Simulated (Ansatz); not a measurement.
**Fe wire along [100], 21 atoms a period: bands along the axis**

What gap, if any, does the Fe wire along [100], 21 atoms a period have, and how many channels would it open?

Program: Ansatz 0.2.0. Level of theory: DFT PBE, plane waves, PAW; relaxation of a wire's period; PAW set soft_1, in the first sound run; inputs show where later runs differ. Results are calculated unless marked as measured.

### 1. The structure

The cell holds 21 atoms: 21 Fe. Cell: a = 15.290 Å, b = 15.290 Å, c = 2.830 Å, α = 90.0°, β = 90.0°, γ = 90.0°. Vacuum lies along a and b. The structure's axis is c.

### 2. Relaxing the period

Band widths follow the bond lengths, so the wire is relaxed first. The atoms and the third cell vector are free; the box across stays fixed as vacuum. Moments are seeded so that a magnetic state can form if it lies lower. A Fermi-Dirac smearing is set since the result may be a metal. The pressure printed is a third of the stress's trace over the whole box, vacuum included; only the stress along the axis is relaxed.

File input.yaml:

```yaml
crystal:
  lattice:
    - [15.29, 0.0, 0.0]
    - [0.0, 15.29, 0.0]
    - [0.0, 0.0, 2.83]
  atoms:
    - { symbol: Fe, position: [0.314911707, 0.314911707, 0.0], spin: 2.4 }
    - { symbol: Fe, position: [0.314911707, 0.5, 0.0], spin: 2.4 }
    - { symbol: Fe, position: [0.314911707, 0.685088293, 0.0], spin: 2.4 }
    - { symbol: Fe, position: [0.5, 0.314911707, 0.0], spin: 2.4 }
    - { symbol: Fe, position: [0.5, 0.5, 0.0], spin: 2.4 }
    - { symbol: Fe, position: [0.5, 0.685088293, 0.0], spin: 2.4 }
    - { symbol: Fe, position: [0.685088293, 0.314911707, 0.0], spin: 2.4 }
    - { symbol: Fe, position: [0.685088293, 0.5, 0.0], spin: 2.4 }
    - { symbol: Fe, position: [0.685088293, 0.685088293, 0.0], spin: 2.4 }
    - { symbol: Fe, position: [0.22236756, 0.407455853, 0.5], spin: 2.4 }
    - { symbol: Fe, position: [0.22236756, 0.592544147, 0.5], spin: 2.4 }
    - { symbol: Fe, position: [0.407455853, 0.22236756, 0.5], spin: 2.4 }
    - { symbol: Fe, position: [0.407455853, 0.407455853, 0.5], spin: 2.4 }
    - { symbol: Fe, position: [0.407455853, 0.592544147, 0.5], spin: 2.4 }
    - { symbol: Fe, position: [0.407455853, 0.77763244, 0.5], spin: 2.4 }
    - { symbol: Fe, position: [0.592544147, 0.22236756, 0.5], spin: 2.4 }
    - { symbol: Fe, position: [0.592544147, 0.407455853, 0.5], spin: 2.4 }
    - { symbol: Fe, position: [0.592544147, 0.592544147, 0.5], spin: 2.4 }
    - { symbol: Fe, position: [0.592544147, 0.77763244, 0.5], spin: 2.4 }
    - { symbol: Fe, position: [0.77763244, 0.407455853, 0.5], spin: 2.4 }
    - { symbol: Fe, position: [0.77763244, 0.592544147, 0.5], spin: 2.4 }
magnetization:
  spin_polarized: true
kpoints:
  mp_grid: { grid: [1, 1, 29] }
scf:
  occupations: { method: fermi_dirac, width: 0.05 }
hamiltonian:
  xc: pbe
  pseudopotentials: { kind: paw, azcp: { folder: soft_1 } }
relax:
  cell: { fix: [a, b, alpha, beta, gamma] }
  max_steps: 45
  f_tol: 0.03
```

Run with:

```console
> ansatz run input.yaml --threads 4 --pin off --max-ram 16384MiB --backend cpu --events-out ev --progress --plain --runs-dir out
```

Numbers of over 12 decimals in the logs are rounded to 6 here.

The program printed:

```text
Engine: ansatz 0.2.0, aarch64-unknown-linux-gnu
Pseudopotentials: kind: paw
Pseudopotential: Fe, paw, valence charge 16, recommended cutoff 420 eV (normal), soft_1/Fe.paw.azcp
Functional definition: PBE
  parameter kappa = 0.804
  parameter beta = 0.066725
  exchange = pbe_x(kappa = kappa, mu = beta*pi^2/3)
  correlation = pbe_c(beta = beta)
Crystal: 21 atoms, lattice volume = 661.609 Å³
Basis set: ecut = 420 eV, 12941 PW (Γ), exchange–correlation on 216×216×40 points (8 copies of the dense FFT grid, shifted against one another)
Bands: 232, of which v1, the nominal top of the filled ones, is band 168 counted from 1 (167 counted from 0)
Symmetry: 16 space group operations
Space group: P4/mmm (ITA 123), of the structure as read, at distance tolerance 8.7e-5 Å
Magnetic group: BNS 123.339 (UNI 999), of the structure as read, at distance tolerance 8.7e-5 Å
k-points: 15 of 29
Non-local potential: Fe, projectors of the file, l = 0: 3, l = 1: 2, l = 2: 3, l = 3: 1
PAW form: soft (Blöchl's): semilocal exchange-correlation on the pseudo side does not see the compensation charge
PAW one-centre angular grid: Fe, 590 points (default); XC on 64 Gauss nodes
Initial density: superposition of atomic densities (neutral atoms: chi_scale 0, normalization atom)
Starting moments: Σ|m| = 50.4 μB on 21 of 21 sites
Initial wavefunctions: pseudopotential atomic-orbital guess
Functional: x = pbe(κ = 0.804, μ = 0.219515), c = pbe(β = 0.066725)
SCF iter   1: F=—  HF=-94069.163079 eV  |F-HF|=—  |Δ(HF+E_count)|=         —  Δρ=4.62e-2 (↑2.01e-2 ↓4.62e-2)  dr2=7.06e1  dr2_m=4.67e0  M=52.040 μB ∫|m|=52.447 μB  β_m=0.30  ethr=3.10e-3  ⟨swp⟩=7.9  Hψ=30950  notcnv=0  defer=368
Mixer restart at iter 1: flushing history
preconditioner: auto → LDOS  [metal: Δε(μ)=0.007 eV  Ē_g=5.929 eV  σ=0.050 eV  W_gap=0.03  n_scr=150 (ndim 8)  ℏωp=18.7 eV  f_vac=0.513  D(μ)=34.60/eV (n_scr^D=354)]
spin=Collinear: LDOS preconditioning applied to the charge; magnetization (m = ρ↑ − ρ↓) channel mixes plain (no charge-response kernel on spin).
SCF iter   2: F=—  HF=-94062.149028 eV  |F-HF|=—  |Δ(HF+E_count)|=    7.01e0  Δρ=2.78e-2 (↑2.78e-2 ↓2.68e-2)  dr2=1.45e1  dr2_m=3.81e0  M=53.452 μB ∫|m|=54.139 μB  β_m=0.39  ethr=3.10e-3  ⟨swp⟩=3.0  Hψ=12409  notcnv=0  defer=871
SCF iter   3: F=—  HF=-94070.801565 eV  |F-HF|=—  |Δ(HF+E_count)|=    8.65e0  Δρ=1.68e-2 (↑1.26e-2 ↓1.68e-2)  dr2=7.73e-1  dr2_m=1.23e0  M=53.831 μB ∫|m|=54.953 μB  β_m=0.46  ethr=3.10e-3  ⟨swp⟩=2.9  Hψ=11624  notcnv=0  defer=885
SCF iter   4: F=—  HF=-94074.329467 eV  |F-HF|=—  |Δ(HF+E_count)|=    3.53e0  Δρ=9.77e-3 (↑9.77e-3 ↓7.70e-3)  dr2=1.77e-1  dr2_m=4.31e-1  M=54.674 μB ∫|m|=56.245 μB  β_m=0.73  ethr=2.30e-4  ⟨swp⟩=3.1  Hψ=11221  notcnv=0  defer=885
SCF iter   5: F=—  HF=-94075.460990 eV  |F-HF|=—  |Δ(HF+E_count)|=         —  Δρ=5.97e-3 (↑5.97e-3 ↓4.33e-3)  dr2=4.60e-1  dr2_m=1.15e-1  M=56.237 μB ∫|m|=58.301 μB  β_m=0.73  ethr=5.25e-5  ⟨swp⟩=2.9  Hψ=14675  notcnv=0  defer=872
SCF iter   6: F=—  HF=-94075.381993 eV  |F-HF|=—  |Δ(HF+E_count)|=   7.90e-2  Δρ=3.72e-3 (↑3.72e-3 ↓2.10e-3)  dr2=9.85e-2  dr2_m=2.95e-2  M=56.210 μB ∫|m|=58.421 μB  β_m=0.64  ethr=5.25e-5  ⟨swp⟩=2.4  Hψ=13143  notcnv=0  defer=869
SCF iter   7: F=—  HF=-94075.417401 eV  |F-HF|=—  |Δ(HF+E_count)|=   3.54e-2  Δρ=1.31e-3 (↑1.31e-3 ↓6.66e-4)  dr2=7.82e-3  dr2_m=4.12e-3  M=56.240 μB ∫|m|=58.376 μB  β_m=0.60  ethr=2.93e-5  ⟨swp⟩=2.1  Hψ=13118  notcnv=0  defer=869
SCF iter   8: F=—  HF=-94075.416404 eV  |F-HF|=—  |Δ(HF+E_count)|=   9.97e-4  Δρ=6.33e-4 (↑3.89e-4 ↓6.33e-4)  dr2=1.46e-3  dr2_m=1.31e-3  M=56.273 μB ∫|m|=58.414 μB  β_m=0.75  ethr=2.33e-6  ⟨swp⟩=3.7  Hψ=15692  notcnv=0  defer=869
SCF iter   9: F=—  HF=-94075.418663 eV  |F-HF|=—  |Δ(HF+E_count)|=   2.26e-3  Δρ=2.09e-4 (↑2.09e-4 ↓1.72e-4)  dr2=7.15e-4  dr2_m=5.46e-5  M=56.315 μB ∫|m|=58.465 μB  β_m=0.72  ethr=4.34e-7  ⟨swp⟩=2.8  Hψ=12615  notcnv=0  defer=869
SCF iter  10: F=—  HF=-94075.418656 eV  |F-HF|=—  |Δ(HF+E_count)|=   6.85e-6  Δρ=7.50e-5 (↑7.50e-5 ↓6.16e-5)  dr2=1.04e-4  dr2_m=1.22e-5  M=56.330 μB ∫|m|=58.479 μB  β_m=0.76  ethr=2.13e-7  ⟨swp⟩=2.0  Hψ=9643  notcnv=0  defer=869
SCF iter  11: F=—  HF=-94075.418677 eV  |F-HF|=—  |Δ(HF+E_count)|=   2.06e-5  Δρ=5.43e-5 (↑5.43e-5 ↓3.61e-5)  dr2=2.84e-5  dr2_m=3.99e-6  M=56.336 μB ∫|m|=58.484 μB  β_m=0.70  ethr=3.11e-8  ⟨swp⟩=2.0  Hψ=9758  notcnv=0  defer=869
SCF iter  12: F=—  HF=-94075.418660 eV  |F-HF|=—  |Δ(HF+E_count)|=   1.70e-5  Δρ=2.43e-5 (↑2.43e-5 ↓1.58e-5)  dr2=5.57e-6  dr2_m=9.97e-7  M=56.335 μB ∫|m|=58.483 μB  β_m=0.67  ethr=8.46e-9  ⟨swp⟩=2.3  Hψ=10950  notcnv=0  defer=869
SCF iter  13: F=—  HF=-94075.418660 eV  |F-HF|=—  |Δ(HF+E_count)|=   2.99e-7  Δρ=1.29e-5 (↑1.29e-5 ↓8.90e-6)  dr2=1.71e-6  dr2_m=2.30e-7  M=56.337 μB ∫|m|=58.485 μB  β_m=0.62  ethr=1.66e-9  ⟨swp⟩=3.2  Hψ=13321  notcnv=0  defer=869
SCF iter  14: F=—  HF=-94075.418660 eV  |F-HF|=—  |Δ(HF+E_count)|=   6.09e-7  Δρ=5.67e-6 (↑4.81e-6 ↓5.67e-6)  dr2=3.69e-7  dr2_m=8.08e-8  M=56.337 μB ∫|m|=58.484 μB  β_m=0.66  ethr=5.10e-10  ⟨swp⟩=2.5  Hψ=11494  notcnv=0  defer=869
SCF iter  15: F=—  HF=-94075.418661 eV  |F-HF|=—  |Δ(HF+E_count)|=   2.36e-7  Δρ=2.43e-6 (↑1.34e-6 ↓2.43e-6)  dr2=4.36e-8  dr2_m=1.12e-8  M=56.337 μB ∫|m|=58.484 μB  β_m=0.71  ethr=1.10e-10  ⟨swp⟩=2.1  Hψ=9687  notcnv=0  defer=869
SCF iter  16: F=—  HF=-94075.418661 eV  |F-HF|=—  |Δ(HF+E_count)|=   3.75e-8  Δρ=1.16e-6 (↑1.16e-6 ↓1.04e-6)  dr2=1.75e-8  dr2_m=2.09e-9  M=56.337 μB ∫|m|=58.484 μB  β_m=0.66  ethr=1.30e-11  ⟨swp⟩=2.9  Hψ=12767  notcnv=0  defer=869
SCF iter  17: F=-94075.418661 eV  HF=-94075.418661 eV  |F-HF|=1.67e-9  |Δ(HF+E_count)|=   1.82e-9  Δρ=5.76e-7 (↑4.64e-7 ↓5.76e-7)  dr2=4.07e-9  dr2_m=8.09e-10  M=56.337 μB ∫|m|=58.484 μB  ethr=5.20e-12  ⟨swp⟩=1.9  Hψ=22666  notcnv=0
SCF 1 converged in 17 iterations: F = -94075.418661 eV  dr2 = 4.07e-9
  greatest PAW one-centre occupation: 1.001 electrons in one spin orbital (limit 2), on the Fe atom at site 20 (counted from 0), in its partial waves of l = 1
relax step   1: F+E_penalty+E_count = -94075.41866059 eV  Δ(F+E_penalty+E_count) = +0.000e0 eV  max|allowed force component| = 4.405e-1 eV/Å  Δτ_max = 0.0000 Å  P = -1.193 GPa  Ω = 661.609 Å³  fix = [a, b, alpha, beta, gamma]  reactions: a -0.562, b -0.562 GPa  (17 SCF iters, dr2 threshold 1.00e-7 eV, accepted)
Crystal: 21 atoms, lattice volume = 648.469 Å³
Basis set: ecut = 420 eV, 12709 PW (Γ), exchange–correlation on 216×216×40 points (8 copies of the dense FFT grid, shifted against one another)
Initial density: handed on by an earlier stage of this run
[...]
SCF iter   3: F=—  HF=-94075.675147 eV  |F-HF|=—  |Δ(HF+E_count)|=   1.26e-5  Δρ=3.10e-5 (↑3.10e-5 ↓1.82e-5)  dr2=1.28e-5  dr2_m=5.05e-7  M=55.720 μB ∫|m|=57.790 μB  β_m=0.51  ethr=3.57e-8  ⟨swp⟩=2.1  Hψ=8824  notcnv=0
SCF iter   4: F=—  HF=-94075.675149 eV  |F-HF|=—  |Δ(HF+E_count)|=   1.78e-6  Δρ=2.04e-5 (↑2.04e-5 ↓1.17e-5)  dr2=5.87e-6  dr2_m=9.78e-7  M=55.722 μB ∫|m|=57.792 μB  β_m=0.47  ethr=3.81e-9  ⟨swp⟩=2.0  Hψ=9630  notcnv=0
SCF iter   5: F=—  HF=-94075.675151 eV  |F-HF|=—  |Δ(HF+E_count)|=   2.08e-6  Δρ=7.49e-6 (↑7.49e-6 ↓7.07e-6)  dr2=1.27e-6  dr2_m=2.15e-7  M=55.722 μB ∫|m|=57.791 μB  β_m=0.66  ethr=1.75e-9  ⟨swp⟩=2.0  Hψ=9225  notcnv=0
SCF iter   6: F=—  HF=-94075.675152 eV  |F-HF|=—  |Δ(HF+E_count)|=   1.23e-6  Δρ=5.03e-6 (↑5.03e-6 ↓2.20e-6)  dr2=1.57e-7  dr2_m=5.82e-8  M=55.722 μB ∫|m|=57.791 μB  β_m=0.60  ethr=3.77e-10  ⟨swp⟩=2.1  Hψ=9797  notcnv=0
SCF iter   7: F=—  HF=-94075.675152 eV  |F-HF|=—  |Δ(HF+E_count)|=   5.66e-8  Δρ=1.40e-6 (↑1.40e-6 ↓1.20e-6)  dr2=3.16e-8  dr2_m=3.83e-9  M=55.722 μB ∫|m|=57.791 μB  β_m=0.58  ethr=4.67e-11  ⟨swp⟩=2.6  Hψ=12211  notcnv=0
SCF iter   8: F=—  HF=-94075.675152 eV  |F-HF|=—  |Δ(HF+E_count)|=   1.61e-8  Δρ=4.51e-7 (↑4.51e-7 ↓4.39e-7)  dr2=1.95e-9  dr2_m=6.14e-10  M=55.722 μB ∫|m|=57.791 μB  β_m=0.65  ethr=9.40e-12  ⟨swp⟩=2.6  Hψ=9918  notcnv=0
SCF iter   9: F=—  HF=-94075.675152 eV  |F-HF|=—  |Δ(HF+E_count)|=   9.77e-8  Δρ=3.05e-7 (↑3.05e-7 ↓2.00e-7)  dr2=4.26e-10  dr2_m=2.69e-10  M=55.722 μB ∫|m|=57.791 μB  β_m=0.70  ethr=1.00e-12  ⟨swp⟩=3.3  Hψ=12176  notcnv=0
SCF iter  10: F=—  HF=-94075.675152 eV  |F-HF|=—  |Δ(HF+E_count)|=  2.91e-10  Δρ=1.35e-7 (↑1.35e-7 ↓6.76e-8)  dr2=2.27e-10  dr2_m=2.62e-11  M=55.722 μB ∫|m|=57.791 μB  β_m=0.66  ethr=1.00e-12  ⟨swp⟩=2.0  Hψ=8590  notcnv=0
SCF iter  11: F=—  HF=-94075.675152 eV  |F-HF|=—  |Δ(HF+E_count)|=  4.37e-11  Δρ=4.29e-8 (↑3.74e-8 ↓4.29e-8)  dr2=7.07e-12  dr2_m=7.05e-12  M=55.722 μB ∫|m|=57.791 μB  β_m=0.75  ethr=1.00e-12  ⟨swp⟩=1.4  Hψ=7144  notcnv=0
SCF iter  12: F=-94075.675152 eV  HF=-94075.675152 eV  |F-HF|=2.47e-10  |Δ(HF+E_count)|=  2.04e-10  Δρ=8.89e-8 (↑4.67e-8 ↓8.89e-8)  dr2=1.94e-10  dr2_m=5.84e-12  M=55.722 μB ∫|m|=57.791 μB  ethr=1.00e-12  ⟨swp⟩=2.5  Hψ=18794  notcnv=0
SCF 6 converged in 12 iterations: F = -94075.675152 eV  dr2 = 1.94e-10
relax step   6: F+E_penalty+E_count = -94075.67515236 eV  Δ(F+E_penalty+E_count) = +1.369e-2 eV  max|allowed force component| = 1.073e-2 eV/Å  Δτ_max = 0.0000 Å  P = +0.063 GPa  Ω = 635.740 Å³  fix = [a, b, alpha, beta, gamma]  reactions: a +0.077, b +0.077 GPa  stress off target by 3.51e-2 GPa on what of the cell is left free  SCF on the basis re-selected at this cell (its energy is not comparable with the rows above)  (12 SCF iters)
basis re-selected at this cell: Δ(F+E_penalty+E_count) = +1.369e-2 eV, ΔP = +0.008 GPa vs the last step (what re-selecting the basis moved, of the pressure what is left beyond the Pulay correction that the steps carried, after the strain that the cell walked since its last selection, with what the two solves' SCF thresholds leave and, on support functions, any second-order correction that the steps lacked; it is no m [...]
SCF converged after 12 iterations
Magnetization: 55.7216 μB (195.8608 up, 140.1392 down)
Absolute magnetization: 57.7958 μB (∫|ρ↑−ρ↓|, with the PAW one-centre terms)
Spin contamination: 0.9435 ħ² per cell (⟨S²⟩ above its minimum at these occupations)
Per-site moments (μB) at R_I (Å): [(2.696063, 1.006908), (2.273577, 0.988873), (2.696063, 1.006908), (2.273577, 0.988873), (2.283717, 1.008286), (2.273577, 0.988873), (2.696063, 1.006908), (2.273577, 0.988873), (2.696063, 1.006908), (2.828291, 0.988873), (2.828291, 0.988873), (2.828291, 0.988873), (2.436425, 1.006908), (2.436425, 1.006908), (2.828291, 0.988873), (2.828291, 0.988873), (2.436425, 1.006908), (2.436425, 1.006908), (2.828291, 0.988873), (2.828291, 0.988873), (2.828291, 0.988873)]
Free energy (F): -94075.675152 eV
Harris-Foulkes:  -94075.675152 eV  (|F-HF|=2.47e-10)
Internal energy: -94075.500806 eV  (E = F + TS)
E sigma→0 (E₀):  -94075.587979 eV
Entropy (-TS):   -0.174346 eV (-8.302 meV/atom)
Fermi energy:    4.586000 eV
--- Per-component energies (eV) ---
  E_band       = -9134.968839
  E_kinetic    = 6917.046005
  E_local      = -287279.518774  (includes V_loc(G=0)·N_el)
  E_nonlocal   = 6136.125007
  E_hartree    = 137467.343132
  E_xc         = -2298.419373
  E_vxc        = -2950.167811  (∫ρ·V_xc dr)
  E_paw        = -29058.996574  (= ΣΔE_a)
  E_vpaw       = -6893.113967  (= ΣTr[D̂ρ^β])
  E_aug_tail   = -0.021372  (compensation charges beyond the density's cutoff)
  E_ewald      = 74040.941142
  E_smearing   = -0.174346  (= −TS)
  E_closure    = 0.000000  (closes the sum)
  Σ components = -94075.675152   (vs F -94075.675152, Δ=0.00e0)
--- Forces (eV/Å), atoms counted from 1 ---
  atom   1  Fe    -0.00545903    -0.00545903    -0.00000000
  atom   2  Fe    -0.01073042     0.00000000    -0.00000000
  atom   3  Fe    -0.00545903     0.00545903    -0.00000000
  atom   4  Fe     0.00000000    -0.01073042     0.00000000
  atom   5  Fe     0.00000000     0.00000000     0.00000000
  atom   6  Fe    -0.00000000     0.01073042    -0.00000000
  atom   7  Fe     0.00545903    -0.00545903     0.00000000
  atom   8  Fe     0.01073042     0.00000000     0.00000000
  atom   9  Fe     0.00545903     0.00545903     0.00000000
  atom  10  Fe    -0.00552364    -0.00402832    -0.00000000
  atom  11  Fe    -0.00552364     0.00402832    -0.00000000
  atom  12  Fe    -0.00402832    -0.00552364    -0.00000000
  atom  13  Fe    -0.00530271    -0.00530271    -0.00000000
  atom  14  Fe    -0.00530271     0.00530271    -0.00000000
  atom  15  Fe    -0.00402832     0.00552364    -0.00000000
  atom  16  Fe     0.00402832    -0.00552364     0.00000000
  atom  17  Fe     0.00530271    -0.00530271     0.00000000
  atom  18  Fe     0.00530271     0.00530271     0.00000000
  atom  19  Fe     0.00402832     0.00552364     0.00000000
  atom  20  Fe     0.00552364    -0.00402832     0.00000000
  atom  21  Fe     0.00552364     0.00402832     0.00000000
  max |Σ_I F_I| component: 1.73e-18 eV/Å
--- Stress (GPa, compression-positive) ---
        0.076923       0.000000       0.000000
        0.000000       0.076923       0.000000
        0.000000       0.000000       0.035070
  P = ⅓ Tr σ = 0.0630 GPa (0.630 kbar)
--- Relaxed structure (5 steps of the walk, 5 accepted, 1 SCFs on fresh bases) ---
  F+E_penalty+E_count = -94075.67515236 eV   max|allowed force component| = 1.073e-2 eV/Å   (the final SCF, on the basis selected at the relaxed cell)
  cell:  # Å, volume = 635.7405 Å³
    - [15.29, 0, 0]
    - [0, 15.29, 0]
    - [0, 0, 2.719349]
  atoms:
    - { symbol: Fe, position: [0.312309, 0.312309, 0] }
    - { symbol: Fe, position: [0.312183, 0.500000, 0] }
    - { symbol: Fe, position: [0.312309, 0.687691, 0] }
    - { symbol: Fe, position: [0.500000, 0.312183, 0] }
    - { symbol: Fe, position: [0.500000, 0.500000, 0] }
    - { symbol: Fe, position: [0.500000, 0.687817, 0] }
    - { symbol: Fe, position: [0.687691, 0.312309, 0] }
    - { symbol: Fe, position: [0.687817, 0.500000, 0] }
    - { symbol: Fe, position: [0.687691, 0.687691, 0] }
    - { symbol: Fe, position: [0.219024, 0.410582, 0.500000] }
    - { symbol: Fe, position: [0.219024, 0.589418, 0.500000] }
    - { symbol: Fe, position: [0.410582, 0.219024, 0.500000] }
    - { symbol: Fe, position: [0.406061, 0.406061, 0.500000] }
    - { symbol: Fe, position: [0.406061, 0.593939, 0.500000] }
    - { symbol: Fe, position: [0.410582, 0.780976, 0.500000] }
    - { symbol: Fe, position: [0.589418, 0.219024, 0.500000] }
    - { symbol: Fe, position: [0.593939, 0.406061, 0.500000] }
    - { symbol: Fe, position: [0.593939, 0.593939, 0.500000] }
    - { symbol: Fe, position: [0.589418, 0.780976, 0.500000] }
    - { symbol: Fe, position: [0.780976, 0.410582, 0.500000] }
    - { symbol: Fe, position: [0.780976, 0.589418, 0.500000] }
```

Run time: 30 min. Hardware: 4 threads of Arm Neoverse N1, shared host; peak memory 5 GiB; 2 h of CPU time.

Step by step:

```
step  energy less that of the first step (eV)  largest force component (eV/Å)  pressure (GPa)  volume (Å³)
   1                                   0.0000                          0.4405           -1.19       661.61
   2                                  -0.1917                          0.2249           -0.49       648.47
   3                                  -0.2652                          0.0536            0.20       634.27
   4                                  -0.2696                          0.0319            0.00       635.87
   5                                  -0.2702                          0.0107            0.05       635.74
  6*                                  -0.2565                          0.0107            0.06       635.74
```

Relaxation steps marked * repeat the geometry before them on a plane-wave basis chosen anew for their cell, so energy and pressure can jump there.

Forces are held to the 16 operations that the run works with; a distortion that breaks them can't arise in this run.

```csv
cell as run,before,after,change
c (Å),2.830,2.719,-3.9 %
```

The atoms that moved most (Å, along periodic axes as changes of fractional coordinates times the final cell, across vacuum about the mean position):

```csv
atom,dx,dy,dz,length
Fe16,-0.048,-0.051,0.000,0.070
Fe11,-0.051,-0.048,0.000,0.070
Fe21,0.051,-0.048,0.000,0.070
Fe19,-0.048,0.051,0.000,0.070
Fe15,0.048,0.051,0.000,0.070
Fe20,0.051,0.048,0.000,0.070
Fe10,-0.051,0.048,0.000,0.070
Fe12,0.048,-0.051,0.000,0.070
```

This step gave:

```yaml
energy_at_zero_smearing: -94075.5880 eV
total_moment: 55.72 μB
absolute_moment: 57.80 μB
cell_length_along_the_wire: 2.719 Å
```

(Continued in part 2 of 2.)

[Logs are printed without paths, hosts, clocks, repeated set-up lines and the standing remarks that a program may print on its own settings, such as how far it seeks lower states.]

[Hosts, paths, dates, database ids (printed as entryN), source tags and the programs' standing remarks are cut or masked in the printed files.]
